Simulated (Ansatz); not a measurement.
## Screened interactions in AgI2 (P-4m2)

How strongly is the local Coulomb interaction screened in AgI2 (P-4m2)?

Program: Ansatz 0.2.0. Level of theory: non-magnetic LDA, then constrained RPA, plane waves, PAW. Results are calculated unless marked as measured.

## (1) Set-up

It takes space group P-4m2 (No. 115, tetragonal). The conventional cell has a = 4.286 Å, b = 4.286 Å, c = 6.355 Å, α = 90.00°, β = 90.00°, γ = 90.00°. Ag has 4 I at 2.78 Å nearest. Nearest to I lie 2 Ag at 2.78 Å. Farther neighbours and most contacts between anions are not listed.

The cell and positions are those that the Materials Project relaxed with its own functionals (PBE, PBE+U or r2SCAN), kept fixed. At the settings of the band run the largest force is still 0.38 eV/Å. Spin-orbit coupling is left out unless a step names it. The default PAW set here is soft_2. Its files were made with PBE.

## (2) LDA bands and orbital weights

This step: DFT, LDA, plane waves, PAW.

input.yaml

```yaml
crystal:
  lattice:
    - [0.0, -3.03046733, 3.03046733]
    - [0.0, -3.03046733, -3.03046733]
    - [6.354781, 0.0, 0.0]
  atoms:
    - { symbol: Ag, position: [0.0, 0.0, 0.5] }
    - { symbol: I, position: [0.5, 0.0, 0.777762] }
    - { symbol: I, position: [0.0, 0.5, 0.222238] }
kpoints:
  mp_grid: { grid: [8, 8, 4] }
  band_path:
    path:
      - [[0.0, 0.0, 0.0], [0.0, 0.5, 0.0], [0.5, 0.5, 0.0], [0.0, 0.0, 0.0], [0.0, 0.0, 0.5], [0.0, 0.5, 0.5], [0.5, 0.5, 0.5], [0.0, 0.0, 0.5]]
      - [[0.0, 0.5, 0.0], [0.0, 0.5, 0.5]]
      - [[0.5, 0.5, 0.0], [0.5, 0.5, 0.5]]
    npoints: 10
hamiltonian:
  xc: lda
scf:
  occupations: { method: gaussian, width: 0.08 }
  n_extra_bands: 19
  max_iter: 150
output:
  eigenvalues: true
  forces: true
  stress: true
  fatbands: true
  write_density: true
  write_potential: true
  elf: true
  volumetric_format: npy
```

Command:

```
$ ansatz run input.yaml --threads 4 --pin off --max-ram 9216MiB --backend cpu --events-out ev --progress --plain --runs-dir out
```

Numbers of over 12 decimals in the logs are rounded to 6 here.

What it wrote:

```text
scf.n_extra_bands = 19 over 27 filled bands (N_el = 53.0): the run solves 46 bands
Engine: ansatz 0.2.0, aarch64-unknown-linux-gnu
Pseudopotentials: kind: paw
Pseudopotential: Ag, paw, valence charge 19, recommended cutoff 420 eV (normal), Ag.paw.azcp
Pseudopotential: I, paw, valence charge 17, recommended cutoff 420 eV (normal), I.paw.azcp
Functional definition: SPW92
  exchange = slater_x
  correlation = pw_c
Crystal: 3 atoms, lattice volume = 116.721 Å³
Basis set: ecut = 420 eV, 2269 PW (Γ)
Bands: 46, of which v1, the nominal top of the filled ones, is band 27 counted from 1 (26 counted from 0)
Symmetry: 8 space group operations
Space group: P-4m2 (ITA 115), of the structure as read, at distance tolerance 4.9e-5 Å
k-points: 45 of 256 (time reversal used)
Non-local potential: Ag, projectors of the file, l = 0: 3, l = 1: 2, l = 2: 2, l = 3: 1
Non-local potential: I, projectors of the file, l = 0: 2, l = 1: 2, l = 2: 2, l = 3: 2
PAW form: soft (Blöchl's): semilocal exchange-correlation on the pseudo side does not see the compensation charge
PAW frozen core: Ag, regenerated for the run's functional, and the local potential with it (the file was generated under x = pbe(κ = 0.804, μ = 0.219515), c = pbe(β = 0.066725))
PAW frozen core: I, regenerated for the run's functional, and the local potential with it (the file was generated under x = pbe(κ = 0.804, μ = 0.219515), c = pbe(β = 0.066725))
PAW one-centre angular grid: Ag, 590 points (default); XC on 64 Gauss nodes
PAW one-centre angular grid: I, 590 points (default); XC on 64 Gauss nodes
Initial density: superposition of atomic densities (neutral atoms: chi_scale 0, normalization atom), corrected by the library's trained network
Initial wavefunctions: pseudopotential atomic-orbital guess
Functional: x = slater, c = lda
SCF iter   1: F=—  HF=-22169.676873 eV  |F-HF|=—  |Δ(HF+E_count)|=         —  Δρ=6.85e-3  dr2=4.69e-2  ethr=1.77e-3  ⟨swp⟩=7.3  Hψ=10650  notcnv=0  defer=363
preconditioner: auto → LDOS  [metal: Δε(μ)=0.071 eV  Ē_g=14.508 eV  σ=0.080 eV  W_gap=0.46  n_scr=28 (ndim 8)  ℏωp=17.2 eV  f_vac=0.162  D(μ)=3.04/eV (n_scr^D=20)  β→1.0]
SCF iter   2: F=—  HF=-22169.669882 eV  |F-HF|=—  |Δ(HF+E_count)|=   6.99e-3  Δρ=2.65e-3  dr2=1.18e-2  ethr=8.85e-5  ⟨swp⟩=2.0  Hψ=3929  notcnv=0  defer=518
SCF iter   3: F=—  HF=-22169.666567 eV  |F-HF|=—  |Δ(HF+E_count)|=   3.31e-3  Δρ=1.65e-3  dr2=3.48e-3  ethr=2.23e-5  ⟨swp⟩=2.0  Hψ=2796  notcnv=0  defer=518
SCF iter   4: F=—  HF=-22169.665883 eV  |F-HF|=—  |Δ(HF+E_count)|=   6.85e-4  Δρ=7.64e-4  dr2=8.78e-4  ethr=6.57e-6  ⟨swp⟩=2.8  Hψ=2673  notcnv=0  defer=518
SCF iter   5: F=—  HF=-22169.665697 eV  |F-HF|=—  |Δ(HF+E_count)|=   1.86e-4  Δρ=2.07e-4  dr2=9.19e-5  ethr=1.66e-6  ⟨swp⟩=2.8  Hψ=2722  notcnv=0  defer=518
SCF iter   6: F=—  HF=-22169.665672 eV  |F-HF|=—  |Δ(HF+E_count)|=   2.44e-5  Δρ=5.10e-5  dr2=4.29e-6  ethr=1.73e-7  ⟨swp⟩=2.3  Hψ=2439  notcnv=0  defer=518
SCF iter   7: F=—  HF=-22169.665671 eV  |F-HF|=—  |Δ(HF+E_count)|=   9.30e-7  Δρ=1.05e-5  dr2=1.30e-7  ethr=8.09e-9  ⟨swp⟩=2.0  Hψ=1973  notcnv=0  defer=518
SCF iter   8: F=-22169.665671 eV  HF=-22169.665671 eV  |F-HF|=5.02e-10  |Δ(HF+E_count)|=   1.38e-8  Δρ=2.12e-6  dr2=4.22e-9  ethr=1.89e-10  ⟨swp⟩=18.0  Hψ=15873  notcnv=0
SCF 1 converged in 8 iterations: F = -22169.665671 eV  dr2 = 4.22e-9
  greatest PAW one-centre occupation: 1.002 electrons in one spin orbital (limit 2), on the Ag atom at site 0 (counted from 0), in its partial waves of l = 0
NSCF: frozen V_eff on 93 k-points
SCF converged after 8 iterations
Free energy (F): -22169.665671 eV
Harris-Foulkes:  -22169.665671 eV  (|F-HF|=5.02e-10)
Internal energy: -22169.655864 eV  (E = F + TS)
E sigma→0 (E₀):  -22169.660767 eV
Entropy (-TS):   -0.009808 eV (-3.269 meV/atom)
Fermi energy:    4.673725 eV
--- Per-component energies (eV) ---
  E_band       = -1236.312229
  E_kinetic    = 903.670257
  E_local      = -7972.936757  (includes V_loc(G=0)·N_el)
  E_nonlocal   = -84.650627
  E_hartree    = 3828.437343
  E_xc         = -435.178381
  E_vxc        = -487.845229  (∫ρ·V_xc dr)
  E_paw        = -13089.693016  (= ΣΔE_a)
  E_vpaw       = -1251.422306  (= ΣTr[D̂ρ^β])
  E_aug_tail   = 0.000400  (compensation charges beyond the density's cutoff)
  E_ewald      = -5321.592319
  E_core_change = 2.287238  (= ΣΔE_core)
  E_smearing   = -0.009808  (= −TS)
  E_closure    = -0.000000  (closes the sum)
  Σ components = -22169.665671   (vs F -22169.665671, Δ=0.00e0)
--- Forces (eV/Å), atoms counted from 1 ---
  atom   1  Ag     0.00000000     0.00000000    -0.00000000
  atom   2  I     -0.38047303    -0.00000000     0.00000000
  atom   3  I      0.38047303     0.00000000     0.00000000
  max |Σ_I F_I| component: 5.55e-17 eV/Å
--- Stress (GPa, compression-positive) ---
       -3.801953       0.000000       0.000000
        0.000000      -3.445394       0.000000
        0.000000       0.000000      -3.445394
  P = ⅓ Tr σ = -3.5642 GPa (-35.642 kbar)
--- Band table (eV; the first three rows and the last of 45) ---
  k-point 0: bands = [... 23 lower, 3.5987, 4.8015, 5.1552, 5.1552, 7.5175, 9.4882, 10.6640, 12.1445, ... 15 higher]
  k-point 1: bands = [... 23 lower, 3.7752, 4.3084, 4.9317, 4.9317, 8.2383, 9.6454, 10.8751, 11.8800, ... 15 higher]
  k-point 2: bands = [... 23 lower, 4.0586, 4.0586, 4.6036, 4.6036, 9.2240, 9.5745, 11.2275, 11.3691, ... 15 higher]
  k-point 44: bands = [... 23 lower, 2.7818, 3.3857, 3.3857, 3.8446, 10.1105, 10.7382, 10.7382, 12.2249, ... 15 higher]
```

Wall time 15 s (4 threads of Arm Neoverse V2, shared host); peak memory 0.62 GiB.

The column dr2 measures how far the density is from self-consistency, as an energy; F and HF (Harris–Foulkes) agree once it is small.

This step gave:

```
pressure : -3.564 GPa
```

Electronic bands along the path, in eV, zero at the Fermi level:

```csv
point,band 24,band 25,band 26,band 27,band 28,band 29,band 30,band 31
Γ,-1.07,0.13,0.48,0.48,2.84,4.81,5.99,7.47
halfway,-0.75,-0.71,-0.19,0.35,3.98,5.52,6.47,7.63
X,-1.23,-1.17,-0.12,-0.10,4.83,6.25,6.46,7.24
halfway,-1.32,-1.13,-0.81,-0.68,4.50,5.34,5.52,7.14
M,-1.50,-1.02,-1.02,-0.95,3.75,4.51,4.51,6.37
halfway,-1.42,-0.87,-0.49,-0.26,4.55,5.54,6.13,8.02
Γ,-1.07,0.13,0.48,0.48,2.84,4.81,5.99,7.47
halfway,-0.90,-0.37,0.26,0.26,3.56,4.97,6.20,7.21
Z,-0.62,-0.62,-0.07,-0.07,4.55,4.90,6.55,6.70
halfway,-0.42,-0.39,-0.24,-0.04,4.16,5.94,6.49,7.26
R,-0.28,-0.16,-0.11,-0.06,3.48,5.34,7.15,7.29
halfway,-1.43,-0.92,-0.45,-0.32,4.65,6.01,6.05,7.08
A,-1.89,-1.29,-1.29,-0.83,5.44,6.06,6.06,7.55
halfway,-1.22,-1.06,-0.39,0.11,4.71,5.88,6.95,7.51
Z,-0.62,-0.62,-0.07,-0.07,4.55,4.90,6.55,6.70
jump to X,-1.23,-1.17,-0.12,-0.10,4.83,6.25,6.46,7.24
halfway,-0.74,-0.56,-0.11,-0.09,4.07,5.85,6.81,7.32
R,-0.28,-0.16,-0.11,-0.06,3.48,5.34,7.15,7.29
jump to M,-1.50,-1.02,-1.02,-0.95,3.75,4.51,4.51,6.37
halfway,-1.74,-1.16,-1.16,-0.88,4.43,5.10,5.10,6.88
A,-1.89,-1.29,-1.29,-0.83,5.44,6.06,6.06,7.55
```

Of the projections kept (Ag 4d, I 5p), the largest for each band there; the rest of the weight can lie on other orbitals:

```csv
point,band 24,band 25,band 26,band 27,band 28,band 29,band 30,band 31
Γ,I 5p 0.94,I 5p 0.84,I 5p 0.85,I 5p 0.85,I 5p 0.16,Ag 4d 0.01,-,I 5p 0.01
X,I 5p 0.70,I 5p 0.74,I 5p 0.79,I 5p 0.95,I 5p 0.27,I 5p 0.03,I 5p 0.02,-
M,I 5p 0.76,I 5p 0.82,I 5p 0.82,I 5p 1.00,I 5p 0.23,I 5p 0.01,I 5p 0.01,-
Γ,I 5p 0.94,I 5p 0.84,I 5p 0.85,I 5p 0.85,I 5p 0.16,Ag 4d 0.01,-,I 5p 0.01
Z,I 5p 0.96,I 5p 0.96,I 5p 0.80,I 5p 0.80,I 5p 0.32,-,-,-
R,I 5p 0.80,I 5p 0.87,I 5p 0.95,I 5p 0.79,I 5p 0.20,I 5p 0.01,I 5p 0.01,I 5p 0.01
```

Electrostatic potential energy in the ac plane at fractional y = 0.000, with atoms of Ag and I within 0.2 Å of it. With pseudopotentials it is smooth inside the atoms' cores, unlike the true potential.

Ten even steps from '0' (-28 eV) to '9' (11 eV), each cell a mean:
```
99998876789999
99987543468999
99985356536899
99973599844899
99873699944899
88874468535888
67886433357876
12578765678742
00268888888510
00158999998400
00268999998410
01479999998631
45789999999865
88999999999988
99999999999999
99999999999999
99999999999999
99999999999999
99999999999999
99999999999999
```
Columns run along a (4.3 Å; values clipped at the 3rd and 97th percentile), rows up along c (6.4 Å). Atoms in or near the plane, at fractional coordinates: Ag at (0.00, 0.50), I at (0.50, 0.78).

ELF in the ac plane at fractional y = 0.000, with atoms of Ag and I within 0.2 Å of it. It is the smooth field of the valence electrons, not physical close to the nuclei.

Ten even steps from '0' (0.01) to '9' (0.83), each cell a mean:
```
00258888887410
01478877888620
01577754677741
02677523367741
12577424267741
12367643467521
32247766676322
54325777763235
87422567642357
98632234322469
97532111112468
66421100012356
43221000011233
22111000001112
11100000000111
00000000000000
00000000000000
00000001000000
00001345420000
00024788863100
```
Columns run along a (4.3 Å), rows up along c (6.4 Å). Atoms in or near the plane, at fractional coordinates: Ag at (0.00, 0.50), I at (0.50, 0.78).

## (3) Constrained RPA: Ag d + anion p, bands v11 to v1, 4×4×4 mesh, medium accuracy

Constrained RPA screens the interaction with every transition except those inside the target bands, which a later many-body model would treat itself.

This step: constrained RPA on LDA, plane waves, PAW.

input.yaml, the sections that differ from step 2:

```yaml
kpoints:
  mp_grid: { grid: [8, 8, 4] }
output:
  crpa:
    kmesh: [4, 4, 4]
    target_bands: [v11, v1]
    projections: [{ species: Ag, l: d, shell: 4 }, { species: I, l: p, shell: 5 }]
  local_orbitals:
    kmesh: [8, 8, 8]
    orbitals: [{ species: Ag, l: d, shell: 4 }, { species: I, l: p, shell: 5 }]
    window: { bands: [v11, v1] }
    seedname: lo
# crystal, hamiltonian, scf: as in step 2
```

What it wrote:

```text
[...]
Crystal: 3 atoms, lattice volume = 116.721 Å³
Basis set: ecut = 420 eV, 2269 PW (Γ)
Bands: 46, of which v1, the nominal top of the filled ones, is band 27 counted from 1 (26 counted from 0)
Symmetry: 8 space group operations
[...]
k-points: 45 of 256 (time reversal used)
[...]
SCF iter   1: F=—  HF=-22169.676881 eV  |F-HF|=—  |Δ(HF+E_count)|=         —  Δρ=6.85e-3  dr2=4.69e-2  ethr=1.77e-3  ⟨swp⟩=7.3  Hψ=10650  notcnv=0  defer=363
[...]
SCF iter   8: F=-22169.665671 eV  HF=-22169.665671 eV  |F-HF|=6.55e-10  |Δ(HF+E_count)|=   1.38e-8  Δρ=2.15e-6  dr2=4.38e-9  ethr=1.89e-10  ⟨swp⟩=12.6  Hψ=10964  notcnv=0
SCF 1 converged in 8 iterations: F = -22169.665671 eV  dr2 = 4.38e-9
[...]
NSCF: frozen V_eff on 78 k-points
[...]
cRPA screening: q 1/64
cRPA screening: q 2/64
cRPA screening: q 4/64 (q-point 3)
cRPA screening: q 5/64
cRPA screening: q 9/64 (q-point 6)
cRPA screening: q 13/64 (q-point 7)
cRPA screening: q 17/64 (q-point 8)
cRPA screening: q 21/64 (q-point 9)
cRPA screening: q 23/64 (q-point 10)
cRPA screening: q 27/64 (q-point 11)
cRPA screening: q 29/64 (q-point 21)
cRPA screening: q 31/64 (q-point 22)
cRPA screening: q 35/64 (q-point 23)
cRPA screening: q 37/64 (q-point 25)
cRPA screening: q 41/64 (q-point 26)
cRPA screening: q 45/64 (q-point 27)
cRPA screening: q 49/64 (q-point 28)
cRPA screening: q 53/64 (q-point 29)
cRPA screening: q 55/64 (q-point 30)
cRPA screening: q 57/64 (q-point 31)
cRPA screening: q 59/64 (q-point 32)
cRPA screening: q 61/64 (q-point 41)
cRPA screening: q 62/64 (q-point 42)
cRPA screening: q 64/64 (q-point 43)
SCF converged after 8 iterations
Free energy (F): -22169.665671 eV
[...]
Internal energy: -22169.655864 eV  (E = F + TS)
E sigma→0 (E₀):  -22169.660767 eV
Entropy (-TS):   -0.009808 eV (-3.269 meV/atom)
Fermi energy:    4.673725 eV
[...]
--- Band table (eV; the first three rows and the last of 45) ---
  k-point 0: bands = [... 23 lower, 3.5987, 4.8015, 5.1552, 5.1552, 7.5175, 9.4882, 10.6640, 12.1445, ... 15 higher]
  k-point 1: bands = [... 23 lower, 3.7752, 4.3084, 4.9317, 4.9317, 8.2383, 9.6454, 10.8751, 11.8800, ... 15 higher]
  k-point 2: bands = [... 23 lower, 4.0586, 4.0586, 4.6036, 4.6036, 9.2240, 9.5745, 11.2275, 11.3691, ... 15 higher]
  k-point 44: bands = [... 23 lower, 2.7818, 3.3857, 3.3857, 3.8446, 10.1105, 10.7382, 10.7382, 12.2249, ... 15 higher]
--- cRPA (band scheme, projected local orbitals): target bands 17..27 (1-based), 11 Wannier function(s), 4×4×4 mesh, 54 bands' worth read of 59 solved, ecut_chi 136.0 eV, v(q+G=0) probe_charge, pair densities all_electron ---
  bands read: the sum over 54 bands ends inside a degenerate multiplet in 5 slots, whose members it reads at an even weight; the widest, k=0: bands 54 to 55 (counted from 1) at 1/2 each
  χ-basis size per q: N_G = 412..444
  window electrons = 21.0000, filled by tetrahedron_uncorrected; constrained ε̄⁻¹(q = 0, 0) head = 0.284326; min gauge Gram eig = 0.6523
  Kanamori averages over each shell's own Wannier functions (sites counted from 0, functions from 1):
  Each shell's averages of U are screened by what lies outside the whole window alone: parameters of one model of all the shells.
    Site 0, 4D, 5 of 5 d orbitals (Wannier functions 1, 2, 3, 4, 5; wannier90's mr 1, 2, 3, 4, 5):
      screened: U = 6.5673 eV, U' = 5.4769 eV, J = 0.5470 eV
      screened, to within: U = 2.5e-2 eV, U' = 2.5e-2 eV, J = 8.5e-4 eV
      bare: V = 18.6406 eV, V' = 17.2242 eV, J = 0.7098 eV
    Site 1, 5P, 3 of 3 p orbitals (Wannier functions 6, 7, 8; wannier90's mr 1, 2, 3):
      screened: U = 4.0260 eV, U' = 3.3206 eV, J = 0.3741 eV
      screened, to within: U = 6.1e-3 eV, U' = 6.1e-3 eV, J = 7.8e-4 eV
      bare: V = 10.2028 eV, V' = 9.0712 eV, J = 0.6054 eV
    Site 2, 5P, 3 of 3 p orbitals (Wannier functions 9, 10, 11; wannier90's mr 1, 2, 3):
      screened: U = 4.0260 eV, U' = 3.3206 eV, J = 0.3741 eV
      screened, to within: U = 6.1e-3 eV, U' = 6.1e-3 eV, J = 7.8e-4 eV
      bare: V = 10.2028 eV, V' = 9.0712 eV, J = 0.6054 eV
  Hermiticity witness max|P − P†| over intra, direct and exchange elements: 1.60e-14 eV (screened), 3.35e-17 eV (bare)
  Reality witness max|Im| over intra, direct and exchange elements: 4.51e-11 eV (screened), 8.24e-12 eV (bare)
```

It took 14 min on 4 threads; peak memory 0.9 GiB.

Numbers from this step:

```
U                                                 : 6.567 eV
U prime (inter-orbital)                           : 5.477 eV
J                                                 : 0.5470 eV
bare V                                            : 18.64 eV
bare J                                            : 0.7098 eV
stated bound on U                                 : 0.02468 eV
U over bare V                                     : 0.3523
electrons in the window                           : 21.00
head of the constrained inverse dielectric matrix : 0.2843
least eigenvalue of the projection's overlap      : 0.6523
target functions                                  : 11
bands in the sums                                 : 54
r.m.s. miss of the model bands                    : 4.35e-4 eV
width of the target bands                         : 4.595 eV
weight of the projected orbitals in the window    : 0.9634
```

On the Ag d shell, screening brings the on-site interaction from 18.6 eV down to U = 6.57 eV.

Kanamori averages over each shell's functions. Crpa shells, by row:

```csv
site,element,shell,orbitals,U (eV),U' (eV),J (eV),bare V (eV),bare V' (eV),bare J (eV),bound on U (eV)
1,Ag,4D,5,6.567,5.477,0.547,18.64,17.22,0.7098,0.02468
2,I,5P,3,4.026,3.321,0.3741,10.2,9.071,0.6054,0.006045
3,I,5P,3,4.026,3.321,0.3741,10.2,9.071,0.6054,0.006045
```

Projected local orbitals of the target window. Electronic bands along the path, in eV, zero at the Fermi level; # counts the bands kept:

```csv
point,#8,#9,#10,#11
Γ,-1.07,0.13,0.48,0.48
halfway,-0.75,-0.71,-0.19,0.35
X,-1.23,-1.17,-0.12,-0.10
halfway,-1.32,-1.13,-0.81,-0.68
M,-1.50,-1.02,-1.02,-0.95
halfway,-1.42,-0.87,-0.49,-0.26
Γ,-1.07,0.13,0.48,0.48
halfway,-0.90,-0.37,0.26,0.26
Z,-0.62,-0.62,-0.07,-0.07
halfway,-0.42,-0.39,-0.24,-0.04
R,-0.28,-0.16,-0.11,-0.06
halfway,-1.43,-0.92,-0.45,-0.32
A,-1.89,-1.29,-1.29,-0.83
halfway,-1.22,-1.06,-0.39,0.11
Z,-0.62,-0.62,-0.07,-0.07
jump to X,-1.23,-1.17,-0.12,-0.10
halfway,-0.74,-0.56,-0.11,-0.09
R,-0.28,-0.16,-0.11,-0.06
jump to M,-1.50,-1.02,-1.02,-0.95
halfway,-1.74,-1.16,-1.16,-0.88
A,-1.89,-1.29,-1.29,-0.83
```

The same for Kohn-Sham, solved directly:

```csv
point,#8,#9,#10,#11
Γ,-1.07,0.13,0.48,0.48
X,-1.23,-1.17,-0.12,-0.10
M,-1.50,-1.02,-1.02,-0.95
Γ,-1.07,0.13,0.48,0.48
Z,-0.62,-0.62,-0.07,-0.07
R,-0.28,-0.16,-0.11,-0.06
A,-1.89,-1.29,-1.29,-0.83
Z,-0.62,-0.62,-0.07,-0.07
X,-1.23,-1.17,-0.12,-0.10
R,-0.28,-0.16,-0.11,-0.06
M,-1.50,-1.02,-1.02,-0.95
A,-1.89,-1.29,-1.29,-0.83
```

Onsite levels, by row:

```csv
orbital,level less Fermi level (eV)
Ag1 dz2,-3.002
Ag1 dxz,-3.01
Ag1 dyz,-2.95
Ag1 dx2-y2,-3.052
Ag1 dxy,-3.01
I2 pz,-1.536
I2 px,-1.682
I2 py,-1.536
I3 pz,-1.536
I3 px,-1.682
I3 py,-1.536
```

Largest distinct elements between sites. Hoppings, by row:

```csv
from,to,cell,distance (Å),t (eV)
I3 pz,Ag1 dxy,0 0 0,2.776,-0.5034
Ag1 dyz,I3 px,0 0 0,2.776,-0.4677
Ag1 dz2,I3 pz,0 -1 0,2.776,-0.2993
I3 py,I3 pz,0 1 0,4.286,0.2884
I3 py,Ag1 dx2-y2,0 1 0,2.776,0.288
I3 px,Ag1 dxz,0 0 0,2.776,-0.2871
I2 px,I3 pz,0 0 0,4.653,0.2329
I3 px,I2 px,-1 1 0,4.653,0.2228
I2 pz,I2 pz,-1 0 0,4.286,0.2188
Ag1 dxy,I2 py,0 0 0,2.776,0.2052
I3 py,I2 px,0 1 -1,4.143,0.2003
I3 pz,I3 py,-1 0 0,4.286,-0.1857
```

## (4) Results

```json
{
 "Ag d + anion p": "U 6.57 eV, U′ 5.48 eV, J 0.55 eV, bare V 18.6 eV",
 "method": "constrained RPA on non-magnetic LDA, 4×4×4 mesh, static"
}
```

What this shows: For Ag d + anion p, screening cuts the on-site interaction from 18.64 eV to 6.57 eV (35 %), while J goes only from 0.71 eV to 0.55 eV: the monopole is screened far more than the multipoles. U − 2J differs from U′ by −0.004 eV, so the Kanamori relation holds well. The parent state is non-magnetic and the interaction static (zero frequency); U depends on the window and the orbitals, so it belongs to this model alone. The bands cross the Fermi level under this constraint, which need not be the crystal's state: magnetic order, correlation or a lattice distortion may open a gap. A window that holds the anion p bands defines a model with explicit ligands; its U belongs to that model and is not the U of DFT+U.

[Paths, hosts, dates, memory and timing lines, banners, echoed tables and standing remarks are left out of the program output.]

[Logs are printed without paths, hosts, clocks, repeated set-up lines and the standing remarks that a program may print on its own settings, such as how far it seeks lower states.]

[Runs of the session that timed out or met a known fault of the program may be left out.]

[Hosts, paths, dates, database ids (printed as entryN), source tags and the programs' standing remarks are cut or masked in the printed files.]
